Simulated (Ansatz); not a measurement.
## Al(111) with 4 thermally displaced layers, 2x2: scattering by thermal displacements

Wanted: the phonon-limited resistivity of Al at 800 K by the Landauer route.

Calculated with Ansatz 0.2.0; Ansatz plane-wave DFT, PBE, PAW files; ballistic transport by layer matching (Landauer), zero bias; PAW set soft_1.

## Step 1: Starting point

The cell holds 40 atoms: 40 Al. Its edges and angles: a = 5.725 Å, b = 5.725 Å, c = 23.429 Å, α = 93.5°, β = 86.5°, γ = 120.0°. It derives from Al. Regions: lead, 24 atoms (24 Al); scattering region, 16 atoms (16 Al). The structure is stacked along c, and the current runs across the ab planes.

## Step 2: With 4 displaced layers

Each atom of 4 layers is moved at random, by amounts drawn from a normal law 0.1541 Å wide in each direction from the Debye model (428 K) at 800 K. The layers about the cell's end stay perfect and serve as the lead. Disorder leaves little or no symmetry, which makes such runs dear. Energies from -0.05 to 0.05 eV in steps of 0.05 eV are too few for the program's thermal sum, so it prints no conductance; for a metal the transmission near the Fermi level serves, at a fraction of the cost.

input.yaml

```yaml
crystal:
  lattice:
    - [5.7246940741, 0.0, 0.0]
    - [-2.862347037, 4.957730497, 0.0]
    - [1.4311735185, -0.8262884162, 23.3709656917]
  atoms:
    - { symbol: Al, position: [0.9916666667, 0.0083333333, 0.05] }
    - { symbol: Al, position: [0.9916666667, 0.5083333333, 0.05] }
    - { symbol: Al, position: [0.4916666667, 0.0083333333, 0.05] }
    - { symbol: Al, position: [0.4916666667, 0.5083333333, 0.05] }
    - { symbol: Al, position: [0.1416666667, 0.3583333333, 0.15] }
    - { symbol: Al, position: [0.1416666667, 0.8583333333, 0.15] }
    - { symbol: Al, position: [0.6416666667, 0.3583333333, 0.15] }
    - { symbol: Al, position: [0.6416666667, 0.8583333333, 0.15] }
    - { symbol: Al, position: [0.2916666667, 0.2083333333, 0.25] }
    - { symbol: Al, position: [0.2916666667, 0.7083333333, 0.25] }
    - { symbol: Al, position: [0.7916666667, 0.2083333333, 0.25] }
    - { symbol: Al, position: [0.7916666667, 0.7083333333, 0.25] }
    - { symbol: Al, position: [0.9569246984, 0.0916614941, 0.3548892131] }
    - { symbol: Al, position: [0.9876320442, 0.6073189101, 0.3420518842] }
    - { symbol: Al, position: [0.4043877515, 0.0171697831, 0.3492895992] }
    - { symbol: Al, position: [0.4676628208, 0.5581960914, 0.3532692842] }
    - { symbol: Al, position: [0.043519497, 0.411907406, 0.4440206202] }
    - { symbol: Al, position: [0.1521900519, 0.9369390491, 0.4562589595] }
    - { symbol: Al, position: [0.5989102121, 0.4281034997, 0.4543373994] }
    - { symbol: Al, position: [0.5747940933, 0.8927492965, 0.4492433153] }
    - { symbol: Al, position: [0.2164462819, 0.2395503651, 0.5481317365] }
    - { symbol: Al, position: [0.2357232619, 0.78039638, 0.5394771736] }
    - { symbol: Al, position: [0.7547119844, 0.2382913434, 0.5464006763] }
    - { symbol: Al, position: [0.703338782, 0.75357827, 0.5483671942] }
    - { symbol: Al, position: [0.8884221131, 0.0918470784, 0.6506181245] }
    - { symbol: Al, position: [0.9476304211, 0.6204143353, 0.646217723] }
    - { symbol: Al, position: [0.4146658905, 0.1049828562, 0.6539153508] }
    - { symbol: Al, position: [0.404203018, 0.5940582957, 0.6372738211] }
    - { symbol: Al, position: [0.0416666667, 0.4583333333, 0.75] }
    - { symbol: Al, position: [0.0416666667, 0.9583333333, 0.75] }
    - { symbol: Al, position: [0.5416666667, 0.4583333333, 0.75] }
    - { symbol: Al, position: [0.5416666667, 0.9583333333, 0.75] }
    - { symbol: Al, position: [0.1916666667, 0.3083333333, 0.85] }
    - { symbol: Al, position: [0.1916666667, 0.8083333333, 0.85] }
    - { symbol: Al, position: [0.6916666667, 0.3083333333, 0.85] }
    - { symbol: Al, position: [0.6916666667, 0.8083333333, 0.85] }
    - { symbol: Al, position: [0.8416666667, 0.1583333333, 0.95] }
    - { symbol: Al, position: [0.8416666667, 0.6583333333, 0.95] }
    - { symbol: Al, position: [0.3416666667, 0.1583333333, 0.95] }
    - { symbol: Al, position: [0.3416666667, 0.6583333333, 0.95] }
kpoints:
  mp_grid: { grid: [5, 5, 1] }
hamiltonian:
  xc: pbe
  pseudopotentials: { kind: paw, azcp: { folder: soft_1 } }
scf:
  occupations: { method: fermi_dirac, width: 0.1 }
output:
  transmission:
    leads: [[0, 4]]
    kmesh: [10, 10]
    e_range: [-0.05, 0.05]
    de: 0.05
  write_potential: true
  write_density: true
  volumetric_format: npy
  elf: true
```

On the command line:

```console
> ansatz run input.yaml --threads 4 --pin off --max-ram 15360MiB --backend cpu --events-out ev --progress --plain --runs-dir out
```

Numbers of over 12 decimals in the logs are rounded to 6 here.

What it wrote:

```text
Engine: ansatz 0.2.0, aarch64-unknown-linux-gnu
Pseudopotentials: kind: paw
Pseudopotential: Al, paw, valence charge 3, recommended cutoff 420 eV (normal), soft_1/Al.paw.azcp
Functional definition: PBE
  parameter kappa = 0.804
  parameter beta = 0.066725
  exchange = pbe_x(kappa = kappa, mu = beta*pi^2/3)
  correlation = pbe_c(beta = beta)
Crystal: 40 atoms, lattice volume = 663.303 Å³
Basis set: ecut = 420 eV, 13043 PW (Γ)
Bands: 100, of which v1, the nominal top of the filled ones, is band 60 counted from 1 (59 counted from 0)
Symmetry: 1 space group operations
Space group: P1 (ITA 1), of the structure as read, at distance tolerance 8.7e-5 Å
k-points: 13 of 25 (time reversal used)
Non-local potential: Al, projectors of the file, l = 0: 2, l = 1: 2, l = 2: 1
PAW form: soft (Blöchl's): semilocal exchange-correlation on the pseudo side does not see the compensation charge
PAW one-centre angular grid: Al, 110 points (default); XC on 64 Gauss nodes
Initial density: superposition of atomic densities (chi_scale 0.1, normalization cell)
Initial wavefunctions: pseudopotential atomic-orbital guess
Functional: x = pbe(κ = 0.804, μ = 0.219515), c = pbe(β = 0.066725)
SCF iter   1: F=—  HF=-21499.992849 eV  |F-HF|=—  |Δ(HF+E_count)|=         —  Δρ=2.41e-2  dr2=7.85e0  ethr=3.10e-3  ⟨swp⟩=6.5  Hψ=6013  notcnv=0  defer=49
preconditioner: auto → Kerker (q_TF=auto, 2.052 Å⁻¹)  [metal: Δε(μ)=0.009 eV  Ē_g=6.727 eV  σ=0.100 eV  W_gap=0.02  n_scr=86 (ndim 8)  ℏωp=15.8 eV  f_vac=0.000  D(μ)=18.75/eV (n_scr^D=126)]
SCF iter   2: F=—  HF=-21499.108240 eV  |F-HF|=—  |Δ(HF+E_count)|=   8.85e-1  Δρ=1.56e-2  dr2=2.32e0  ethr=3.10e-3  ⟨swp⟩=1.2  Hψ=1514  notcnv=0  defer=57
SCF iter   3: F=—  HF=-21498.237779 eV  |F-HF|=—  |Δ(HF+E_count)|=   8.70e-1  Δρ=2.25e-3  dr2=4.79e-2  ethr=1.94e-3  ⟨swp⟩=1.9  Hψ=1342  notcnv=0  defer=97
SCF iter   4: F=—  HF=-21498.220299 eV  |F-HF|=—  |Δ(HF+E_count)|=   1.75e-2  Δρ=2.58e-4  dr2=1.03e-3  ethr=3.99e-5  ⟨swp⟩=2.0  Hψ=1805  notcnv=0  defer=117
SCF iter   5: F=—  HF=-21498.219990 eV  |F-HF|=—  |Δ(HF+E_count)|=   3.09e-4  Δρ=2.91e-5  dr2=1.35e-5  ethr=8.58e-7  ⟨swp⟩=2.0  Hψ=1910  notcnv=0  defer=117
SCF iter   6: F=—  HF=-21498.220007 eV  |F-HF|=—  |Δ(HF+E_count)|=   1.67e-5  Δρ=5.97e-6  dr2=2.66e-7  ethr=1.12e-8  ⟨swp⟩=2.5  Hψ=1916  notcnv=0  defer=117
SCF iter   7: F=-21498.220007 eV  HF=-21498.220007 eV  |F-HF|=8.75e-9  |Δ(HF+E_count)|=   3.12e-8  Δρ=1.17e-6  dr2=1.66e-8  ethr=8.33e-11  ⟨swp⟩=12.9  Hψ=5368  notcnv=0
SCF 1 converged in 7 iterations: F = -21498.220007 eV  dr2 = 1.66e-8
  greatest PAW one-centre occupation: 0.464 electrons in one spin orbital (limit 2), on the Al atom at site 17 (counted from 0), in its partial waves of l = 0
transmission: 159 of 1508 steps passed
transmission: 306 of 1508 steps passed
[...]
transmission: 1508 of 1508 steps passed
SCF converged after 7 iterations
Free energy (F): -21498.220007 eV
Harris-Foulkes:  -21498.220007 eV  (|F-HF|=8.75e-9)
Internal energy: -21497.587859 eV  (E = F + TS)
E sigma→0 (E₀):  -21497.903933 eV
Entropy (-TS):   -0.632148 eV (-15.804 meV/atom)
Fermi energy:    7.910503 eV
--- Per-component energies (eV) ---
  E_band       = 414.805916
  E_kinetic    = 901.910933
  E_local      = 396.576942  (includes V_loc(G=0)·N_el)
  E_nonlocal   = 402.657724
  E_hartree    = 10.422843
  E_xc         = -1507.390126
  E_vxc        = -1166.494478  (∫ρ·V_xc dr)
  E_paw        = -18777.239974  (= ΣΔE_a)
  E_vpaw       = -140.691135  (= ΣTr[D̂ρ^β])
  E_aug_tail   = -0.000083  (compensation charges beyond the density's cutoff)
  E_ewald      = -2924.526117
  E_smearing   = -0.632148  (= −TS)
  E_closure    = -0.000000  (closes the sum)
  Σ components = -21498.220007   (vs F -21498.220007, Δ=0.00e0)
--- Band table (eV; the first three rows and the last of 13) ---
  k-point 0: bands = [... 56 lower, 6.3034, 6.6722, 6.7383, 6.7629, 6.8000, 7.0461, 7.1158, 7.1703, ... 36 higher]
  k-point 1: bands = [... 56 lower, 6.6459, 6.8976, 7.0516, 7.2011, 7.3418, 7.3977, 7.4846, 7.5573, ... 36 higher]
  k-point 2: bands = [... 56 lower, 7.8058, 7.8753, 8.0160, 8.0978, 8.1279, 8.1964, 8.2421, 8.3388, ... 36 higher]
  k-point 12: bands = [... 56 lower, 7.4481, 7.5555, 7.7553, 7.9066, 7.9670, 7.9789, 8.0506, 8.1137, ... 36 higher]
--- Transmission ---
  basis      : 253 plane waves across, 29 finite elements along
  points     : 52, standing for a mesh of 10 x 10
  energies   : 3 from -0.050000 to 0.050000 eV about the Fermi level, 0.050000 eV apart; the leads are filled to 0.000000 eV, and channels, transmission and decay are at 0.000000 eV
  crystal 0  : Al4, at the sites [0, 4], period 2.3371 Å, over 14.02 Å; its Hamiltonian steps by up to 10.0 meV
    offset         : up to 0.0000 Å between an atom of the period and one for which it stands
    channels       : 5.410000e0 a spin
    conductance    : none, the energies end too early or step too widely for 300 K: set another output.transmission.e_range or a lower de, or, where they end at an eighth of basis.ecutwfc, a higher one
  junction   : crystal 0 to crystal 0, 0.70 to 21.73 Å
    transmission   : 4.874146e0 a spin
    conductance    : none, the energies end too early or step too widely for 300 K: set another output.transmission.e_range or a lower de, or, where they end at an eighth of basis.ecutwfc, a higher one
```

It took 7 min on 4 threads of Arm Neoverse V1, shared host; peak memory 1.7 GiB; 23 min of CPU time.

The column dr2 measures how far the density is from self-consistency, as an energy; F and HF (Harris–Foulkes) agree once it is small.

Numbers from this step:

```
free energy                                    : -21498.2200 eV
energy at zero smearing                        : -21497.9039 eV
Fermi energy                                   : 7.911 eV
cell area                                      : 28.38 Å²
transmission per spin nearest the Fermi level  : 4.874
open channels per spin nearest the Fermi level : 5.41
step of the lead's potential                   : 10 meV
```

Per spin. Transmission, zone mean against energy, zero at the Fermi level:

| energy (eV) | transmission, zone mean |
| --- | --- |
| -0.0500 | 4.76 |
| 0.0000 | 4.87 |
| 0.0500 | 4.94 |

Per spin. Table of open channels, zone mean, lead by energy, zero at the Fermi level:

| energy (eV) | open channels, zone mean, lead |
| --- | --- |
| -0.0500 | 5.29 |
| 0.0000 | 5.41 |
| 0.0500 | 5.57 |

Transmission over k1 and k2. At 0.0000 eV from the Fermi level.

Ten even steps from '0' (2.87) to '9' (6.69):
```
4553554020
1549945222
1199999320
4599779954
2539797935
4459977995
1023999991
1222549945
4020455355
2422424224
```
Columns: k1 (b1) from -0.5 to 0.4; rows upwards: k2 (b2) from -0.5 to 0.4.

Open channels over k1 and k2. At 0.0000 eV from the Fermi level.

Ten even steps from '_' (3.00) to '@' (7.00):
```
++####++####++__::__
::##++@@@@++##::::::
::++@@@@@@@@@@++::__
++##@@@@####@@@@##++
::##++@@##@@##@@++##
++++##@@@@####@@@@##
::__::++@@@@@@@@@@++
::::::::##++@@@@++##
++__::__++####++####
::++::::++::++::::++
```
Columns: k1 (b1) from -0.5 to 0.4; rows upwards: k2 (b2) from -0.5 to 0.4.

Valence density in the ca plane at fractional y = 0.620, with atoms of Al within 0.2 Å of it. It is the smooth field of the valence electrons, not physical close to the nuclei.

Ten even steps from '0' (0.06 e/Å³) to '9' (0.28 e/Å³), each cell a mean:
```
65334567786201454456533334445520036556654334
65445567777544543355433333444531135555543223
65566435777766432345544444444554454445543223
66566313666665433355666665544445543346664444
65556434666676544566778764555444432345666556
65445566666655665677878764677665433345666666
64334566556521477777766666799865543346666556
64333555556410377666544456899731344345664445
65444566555533566555433345678610144345543234
65556555555666555555433345566521354335543223
66566323665565544455544455555666654345654334
65566323676665434567666655554578754346665445
65455556888776544567777655555578764456666666
65434567897434655677766666655676665556666666
64333467786101565567654455556641256566665556
```
Columns run along c (16.0 Å, from fractional 0.16 to 0.84 of the cell), rows up along a (5.7 Å). Atoms in or near the plane, at fractional coordinates: Al at (0.34, 0.99), Al at (0.65, 0.95), Al at (0.64, 0.40).

ELF in the ca plane at fractional y = 0.620, with atoms of Al within 0.2 Å of it. It is the smooth field of the valence electrons, not physical close to the nuclei.

Values, 8 rows by 16 columns, each cell a mean:
```
0.52 0.43 0.58 0.60 0.21 0.44 0.52 0.44 0.30 0.49 0.55 0.20 0.46 0.58 0.44 0.35
0.59 0.50 0.24 0.64 0.65 0.43 0.44 0.51 0.48 0.52 0.51 0.47 0.49 0.56 0.47 0.34
0.57 0.49 0.32 0.63 0.63 0.51 0.56 0.66 0.66 0.38 0.55 0.52 0.39 0.52 0.58 0.56
0.49 0.38 0.60 0.60 0.21 0.46 0.68 0.62 0.54 0.56 0.70 0.39 0.48 0.57 0.58 0.56
0.52 0.43 0.58 0.55 0.29 0.45 0.58 0.40 0.33 0.57 0.53 0.13 0.48 0.56 0.46 0.35
0.59 0.51 0.22 0.52 0.55 0.43 0.49 0.47 0.43 0.53 0.49 0.42 0.47 0.55 0.48 0.34
0.56 0.49 0.32 0.64 0.52 0.42 0.50 0.63 0.55 0.52 0.52 0.70 0.49 0.52 0.57 0.56
0.49 0.37 0.59 0.58 0.17 0.47 0.57 0.56 0.47 0.59 0.60 0.30 0.52 0.59 0.56 0.57
```
Columns run along c (16.0 Å, from fractional 0.16 to 0.84 of the cell), rows up along a (5.7 Å). Atoms in or near the plane, at fractional coordinates: Al at (0.34, 0.99), Al at (0.65, 0.95), Al at (0.64, 0.40).

Electrostatic potential energy in the ca plane at fractional y = 0.620, with atoms of Al within 0.2 Å of it. With pseudopotentials it is smooth inside the atoms' cores, unlike the true potential.

Ten even steps from '0' (-9.2 eV) to '9' (9.7 eV), each cell a mean:
```
88999878861595169999999999997239923898889998
88986324774010389998999999998416614899999999
88972010377645799987789987899731037998889999
88871151178888999865578742479986679987668998
88973010378766799863477500048998999973136887
88997323687301278875677500037776799962015876
78999877885045138887888731256411268974236886
78999888985068227988899876675146127997678998
88998656886112048988999998985179516999899999
88984101588632479988999988996136227999999999
88871131279887899888898766788511258998789999
88972141278878999866787512589876789975357888
88985100466324798755787400479876789862025886
78998656761131378866788522588620147873025886
78999888851796169887899876888316505886457887
```
Columns run along c (16.0 Å, from fractional 0.16 to 0.84 of the cell; values clipped at the 3rd and 97th percentile), rows up along a (5.7 Å). Atoms in or near the plane, at fractional coordinates: Al at (0.34, 0.99), Al at (0.65, 0.95), Al at (0.64, 0.40).

Over the solved energies the transmission per spin lies between 4.76 and 4.94, out of 5.42 channels of the lead on average (up to 5.57).

[end of part 1 of 2]

[Logs are printed without paths, hosts, clocks, repeated set-up lines and the standing remarks that a program may print on its own settings, such as how far it seeks lower states.]

[Hosts, paths, dates, database ids (printed as entryN), source tags and the programs' standing remarks are cut or masked in the printed files.]
